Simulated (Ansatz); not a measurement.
## Ba2Sn (model cell, started as cuprite): following an unstable mode

Which phase does Ba2Sn (model cell, started as cuprite) fall into along its unstable mode, and how much energy does it gain?

Method: DFT PBEsol, scalar-relativistic, plane waves, PAW, in Ansatz 0.2.0.

This is a report of a sequence of runs, with most program output left out.

The structure was built from a prototype and need not be the compound's stable phase.

**1. The starting structure**

The structure is cubic, space group Pn-3m (No. 224). The conventional cell has a = 7.479 Å, b = 7.479 Å, c = 7.479 Å, α = 90.00°, β = 90.00°, γ = 90.00°. Sn has 4 Ba at 3.24 Å nearest. Nearest to Ba lie 2 Sn at 3.24 Å. Farther neighbours are not listed.

**2. Phonons on a q mesh**

The cell comes from relaxations at this level that are not shown. The mesh has a single point along some directions, so zone-edge points there are not solved. Linear response on a 1×1×1 q mesh gives force constants as far as a supercell of that size would.

input.yaml reads:

```yaml
crystal:
  lattice:
    - [7.4793971907, 0.0, 0.0]
    - [0.0, 7.4793971907, 0.0]
    - [0.0, 0.0, 7.4793971907]
  atoms:
    - { symbol: Sn, position: [0.0, 0.0, 0.0] }
    - { symbol: Sn, position: [0.5, 0.5, 0.5] }
    - { symbol: Ba, position: [0.25, 0.25, 0.25] }
    - { symbol: Ba, position: [0.75, 0.75, 0.25] }
    - { symbol: Ba, position: [0.75, 0.25, 0.75] }
    - { symbol: Ba, position: [0.25, 0.75, 0.75] }
kpoints:
  mp_grid: { grid: [4, 4, 4] }
hamiltonian:
  xc: pbesol
scf:
  occupations: { method: methfessel_paxton, width: 0.15 }
output:
  eigenvalues: true
phonons:
  method: dfpt
  qmesh: [1, 1, 1]
  temperatures: { t_max: 1000, t_step: 50 }
  qpath:
    path:
      - [[0.0, 0.0, 0.0], [0.0, 0.5, 0.0], [0.5, 0.5, 0.0], [0.0, 0.0, 0.0], [0.5, 0.5, 0.5], [0.0, 0.5, 0.0]]
      - [[0.5, 0.5, 0.5], [0.5, 0.5, 0.0]]
    npoints: 10
```

On the command line:

```bash
> ansatz run input.yaml --threads 8 --pin off --max-ram 14336MiB --backend cpu --events-out ev --progress --plain --runs-dir out
```

Wall time 67 s (8 threads of Arm Neoverse N1, shared host); peak memory 2.5 GiB; 5.9 min of CPU time.

This step gave:

- volume per atom: 69.73 Å³
- gap on the k-mesh: 0 eV
- sum-rule residual before enforcement: 6.78e-5 eV/Å²
- point group: m-3m
- highest optical mode at the zone centre (no LO-TO term): 137.7 cm⁻¹
- lowest optical zone-centre mode: -56.69 cm⁻¹
- lowest mode on the q mesh (acoustic modes at Γ apart): -56.69 cm⁻¹
- highest frequency at a solved wavevector (no LO-TO term at Γ): 137.7 cm⁻¹

Frequencies (cm⁻¹) solved at each irreducible wavevector; negative means imaginary. Frequencies by wavevector, by row:

```
q in reciprocal lattice units  star  mode 1  mode 2  mode 3  mode 4  mode 16  mode 17  mode 18
                        0 0 0     1   -56.7   -56.7   -56.7       0    137.7    137.7    137.7
```

Symmetry leaves 1 wavevectors to solve. The lowest mode among them, the acoustic zeros apart, lies at Γ and is imaginary, 56.7i cm⁻¹, so the energy falls along it.

**3. The mode frozen in, largest atomic shift 0 Å**

The mode followed lies at Γ with frequency 56.7i cm⁻¹ and is 3-fold degenerate, the softest among the wavevectors solved. At small amplitude the distorted cell has space group no. 39 by a symmetry search on the positions. The undistorted cell that holds it gives the zero of energy on the same k mesh.

input.yaml, the sections that differ from step 2:

```yaml
output:
  forces: true
  stress: true
  eigenvalues: true
# crystal, kpoints, hamiltonian, scf: as in step 2
# phonons: removed
```

The job ended after 6.1 s (8 threads; peak memory 1.2 GiB).

This step gave:

```
pressure                         : 1.18e-4 GPa
energy from the undistorted cell : 0 meV/atom
```

The run ends at a pressure of 0.00 GPa.

**4. The mode frozen in, largest atomic shift 0.6 Å**

The atoms are moved along the unstable eigenvector, the largest shift by 0.6 Å, with the cell fixed.

input.yaml, the sections that differ from step 3:

```yaml
crystal:
  lattice:
    - [7.4793971907, 0.0, 0.0]
    - [0.0, 7.4793971907, 0.0]
    - [0.0, 0.0, 7.4793971907]
  atoms:
    - { symbol: Sn, position: [0.05479178, 0.0, 0.05479178] }
    - { symbol: Sn, position: [0.55479178, 0.5, 0.55479178] }
    - { symbol: Ba, position: [0.2593605401, 0.3160849068, 0.2593605401] }
    - { symbol: Ba, position: [0.6932756333, 0.75, 0.1932756333] }
    - { symbol: Ba, position: [0.7593605401, 0.1839150932, 0.7593605401] }
    - { symbol: Ba, position: [0.1932756333, 0.75, 0.6932756333] }
# kpoints, hamiltonian, scf, output: as in step 3
```

It took 10 s on 8 threads; peak memory 1.1 GiB; 61 s of CPU time.

Numbers from this step:

- pressure: -1.309 GPa
- energy from the undistorted cell: -119.2 meV/atom

The energy, extrapolated to zero smearing, is -119.24 meV/atom against the undistorted cell.

The run ends at a pressure of -1.31 GPa, with forces up to 0.64 eV/Å.

**5. Energy along the mode, all amplitudes (two of the runs are shown above)**

An imaginary frequency means negative curvature, so the energy should fall and then rise again as anharmonic terms take over.

Numbers from this step:

* depth at the lowest point sampled: 119.2 meV/atom
* largest atomic shift at that point: 0.6 Å

The energy from the parent by largest atomic shift:

```
largest atomic shift (Å)  energy from the parent (meV/atom)
                   0.000                                  0
                   0.040                              -1.10
                   0.080                              -4.38
                   0.140                              -13.1
                   0.220                              -29.7
                   0.320                              -54.5
                   0.450                              -87.2
                   0.600                               -119
```

Displacement at unit largest shift by atom:

| atom | x (Å) | y (Å) | z (Å) | size |
| --- | --- | --- | --- | --- |
| Sn1 | 0.683 | 0.000 | 0.683 | 0.966 |
| Sn2 | 0.683 | 0.000 | 0.683 | 0.966 |
| Ba3 | 0.117 | 0.824 | 0.117 | 0.840 |
| Ba4 | -0.707 | 0.000 | -0.707 | 1.000 |
| Ba5 | 0.117 | -0.824 | 0.117 | 0.840 |
| Ba6 | -0.707 | 0.000 | -0.707 | 1.000 |

The lowest of the steps tried is the last one, at 0.6 Å, 119 meV/atom below the parent; the bottom of the well need not coincide with a step.

**6. Relaxation from the frozen mode**

Starting from the lowest point found, all atoms and the cell are let go, so that strain and other modes of the same symmetry can join in.

Edit input.yaml of step 4 so:

```diff
@@ -22 +22,6 @@
   eigenvalues: true
+relax:
+  adjacent_minimum: "off"
+  f_tol: 0.002
+  max_steps: 120
+  cell: { stress_tol: 0.03 }
```

The job ended after 3.8 min (8 threads; peak memory 1.2 GiB).

Step by step:

```csv
step,energy less that of the first step (eV),largest force component (eV/Å),pressure (GPa),volume (Å³)
1,0.0000,0.6414,-1.31,418.41
2,-0.7096,0.4864,-1.26,381.87
3,-1.2942,0.4030,-1.31,357.72
4,-1.8798,0.4218,-1.29,334.59
5,-2.3487,0.2451,-0.99,313.38
6,-2.5820,0.4923,0.16,288.68
7,-2.7875,0.3571,-0.07,286.59
8,-2.9714,0.0599,-0.26,280.97
9,-3.2317,0.1900,0.22,267.73
10,-3.4160,0.1749,0.16,256.11
11,-3.4933,0.0485,0.41,249.10
12,-3.5046,0.0111,0.03,252.92
13,-3.5007,0.1295,-0.06,253.32
14,-3.5049,0.0013,0.00,253.23
15,-3.5049,0.0004,0.00,253.20
16*,-3.5117,0.0007,0.05,253.20
17,-3.5123,0.0061,-0.01,253.42
18,-3.5123,0.0003,0.00,253.36
19*,-3.5123,0.0003,0.00,253.36
```

Relaxation steps marked * repeat the geometry before them on a plane-wave basis chosen anew for their cell, so energy and pressure can jump there. Relaxation step 13 was tried and not accepted.

The run keeps the 4 symmetry operations that it works with, so distortions that break them were not tested.

```
     cell as run  before  after   change
           a (Å)   7.479  5.319  -28.9 %
           b (Å)   7.479  8.957  +19.8 %
           c (Å)   7.479  5.319  -28.9 %
volume (Å³/atom)   69.73  42.23  -39.4 %
```

The atoms that moved most (Å, as changes of fractional coordinates times the final cell):

| atom | dx | dy | dz | length |
| --- | --- | --- | --- | --- |
| Ba5 | -0.480 | -0.593 | -0.480 | 0.901 |
| Ba3 | -0.480 | 0.593 | -0.480 | 0.901 |
| Sn1 | 0.608 | 0.027 | 0.608 | 0.861 |
| Sn2 | 0.608 | -0.027 | 0.608 | 0.861 |
| Ba6 | -0.128 | 0.000 | -0.128 | 0.181 |
| Ba4 | -0.128 | 0.000 | -0.128 | 0.181 |

The relaxed structure:

```xyz
6
Lattice="5.3185 0.0000 0.0000 0.0000 8.9570 0.0000 0.0000 0.0000 5.3185" Properties=species:S:1:pos:R:3 pbc="T T T"
Sn    0.8996    0.0272    0.8996
Sn    3.5588    4.4513    3.5588
Ba    0.8996    3.4240    0.8996
Ba    3.5589    6.7178    0.8996
Ba    3.5588    1.0545    3.5588
Ba    0.8996    6.7178    3.5589
```

This step gave:

```yaml
pressure: -7.57e-5 GPa
volume_per_atom: 42.23 Å³
```

The distorted start has space group Aem2; the relaxation ends in P4/nmm.

**7. Modes of the new phase**

A relaxed structure may still be a saddle point, so its zone-centre modes are computed. No field response is asked, since the mesh shows no gap.

input.yaml reads:

```yaml
crystal:
  lattice:
    - [5.3185163762, 0.0, 3.6704e-06]
    - [0.0, 8.9570310242, 0.0]
    - [3.6704e-06, 0.0, 5.3185163762]
  atoms:
    - { symbol: Sn, position: [0.1691400296, 0.0030374031, 0.1691400296] }
    - { symbol: Sn, position: [0.6691400296, 0.4969625969, 0.6691400296] }
    - { symbol: Ba, position: [0.1691420996, 0.3822695584, 0.1691420996] }
    - { symbol: Ba, position: [0.6691458242, 0.75, 0.1691458242] }
    - { symbol: Ba, position: [0.6691420996, 0.1177304416, 0.6691420996] }
    - { symbol: Ba, position: [0.1691458242, 0.75, 0.6691458242] }
kpoints:
  mp_grid: { grid: [4, 4, 4] }
hamiltonian:
  xc: pbesol
scf:
  occupations: { method: methfessel_paxton, width: 0.15 }
output:
  eigenvalues: true
phonons:
  method: dfpt
```

Elapsed: 2.6 min, on 8 threads; peak memory 2 GiB; 10 min of CPU time.

This step gave:

```
sum-rule residual before enforcement                    : 6.31e-5 eV/Å²
point group                                             : 4/mmm
highest optical mode at the zone centre (no LO-TO term) : 113.2 cm⁻¹
lowest optical zone-centre mode                         : 37.81 cm⁻¹
```

Patterns of degenerate modes are one choice out of their space. Modes at Γ, with each element's share of the kinetic energy:

| mode | frequency (cm⁻¹) | symmetry | Sn % | Ba % |
| --- | --- | --- | --- | --- |
| 1 | 0.0 | acoustic | 30 | 70 |
| 2 | 0.0 | acoustic | 30 | 70 |
| 3 | 0.0 | acoustic | 30 | 70 |
| 4 | 37.8 | Eu | 19 | 81 |
| 5 | 37.8 | Eu | 19 | 81 |
| 6 | 40.7 | Eg | 61 | 39 |
| 7 | 40.7 | Eg | 61 | 39 |
| 8 | 51.7 | B1g | 0 | 100 |
| 9 | 54.2 | Eg | 7 | 93 |
| 10 | 54.2 | Eg | 7 | 93 |
| 11 | 76.4 | A1g | 15 | 85 |
| 12 | 92.1 | Eu | 51 | 49 |
| 13 | 92.1 | Eu | 51 | 49 |
| 14 | 95.1 | A2u | 0 | 100 |
| 15 | 100.2 | Eg | 33 | 67 |
| 16 | 100.2 | Eg | 33 | 67 |
| 17 | 110.1 | A2u | 70 | 30 |
| 18 | 113.2 | A1g | 85 | 15 |

Displacements in mode 4 (37.8 cm⁻¹), the largest set to 1:
```
Sn1  0.03  0.00 -0.58
Sn2  0.03  0.00 -0.58
Ba3 -0.04  0.00  1.00
Ba4  0.02  0.00 -0.50
Ba5 -0.04  0.00  1.00
Ba6  0.02  0.00 -0.50
```

Displacements in mode 6 (40.7 cm⁻¹), the largest set to 1:
```
Sn1  0.00  0.00  1.00
Sn2  0.00  0.00 -1.00
Ba3  0.00  0.00  0.17
Ba4  0.00  0.00 -0.73
Ba5  0.00  0.00 -0.17
Ba6  0.00  0.00  0.73
```

Before it was imposed, the acoustic sum rule was missed by 6.3e-5 eV/Å². Small misses are needed for a sound result but don't prove that mesh and cutoff are converged. The lowest optical mode is real, 37.8 cm⁻¹.

**8. The phases reached**

The phases reached along the modes that were followed are set side by side.

Energies are those of the first relaxation, on the mesh of the frozen mode; space group, volume and gap are those of the last relaxation. Phases, by row:

| mode frozen in | space group | energy from parent (meV/atom) | volume (Å³/atom) | gap on mesh (eV) | lowest zone-centre optical mode (cm⁻¹) | largest shift (Å) |
| --- | --- | --- | --- | --- | --- | --- |
| parent | Pn-3m | 0 | 69.73 | 0 | – | – |
| q = (0, 0, 0), 57i cm⁻¹ | P4_2/mnm | -518.5 | 54.88 | 0.103 | -19.7 | 0.958 |
| q = (0, 0, 0), 57i cm⁻¹ | R3m | -446.7 | 46.07 | 0 | -26.8 | 1.872 |
| q = (0, 0, 0), 57i cm⁻¹ | P4/nmm | -704.2 | 42.23 | 0 | 37.8 | 1.34 |

**9. Results**

- unstable mode of the parent: q = (0, 0, 0), 57i cm⁻¹
- depth at the lowest point sampled: 119 meV/atom
- largest atomic shift at that point: 0.6 Å
- space group reached (within 0.01 Å): P4/nmm
- energy gained over the parent (first relaxation, on the mesh of the frozen mode): 704 meV/atom
- volume per atom, phase reached: 42.2 Å³
- lowest optical zone-centre mode, phase reached: 37.8 cm⁻¹
- highest optical mode at the zone centre (no LO-TO term), phase reached: 113 cm⁻¹

**Reading.** Along this mode the structure falls into P4/nmm, 704 meV/atom below the parent. At the parent's cell the well is 119.2 meV/atom deep on the steps tried, with its lowest point at a shift of 0.6 Å. That is the last step tried, so the steps alone don't bracket the bottom of the well. Relaxing atoms and cell changes the gain by +584.95 meV/atom against the lowest step (energies at zero smearing). Most of the total comes from this relaxation. The new phase has no imaginary mode at the zone centre of its cell; other wavevectors were not checked. Of the 3 patterns followed to their end from this parent, this one reaches the lowest energy. Each path keeps the symmetry of its pattern, so a lower phase may lie along a pattern not tried. The q mesh is too sparse to interpolate, so only the solved wavevectors are given. With no gap, or one that is small against the smearing, the frequencies hang on the k mesh and the smearing, most of all near Kohn anomalies. The volume moved by more than a tenth on the k mesh of the start, so the energy gain is rough. Spin-orbit coupling is left out, which can matter for the heavy elements here. The starting cell was built on a prototype and not taken from a measurement, so the phase need not exist.

[Logs are printed without paths, hosts, clocks, repeated set-up lines and the standing remarks that a program may print on its own settings, such as how far it seeks lower states.]

[Hosts, paths, dates, database ids (printed as entryN), source tags and the programs' standing remarks are cut or masked in the printed files.]
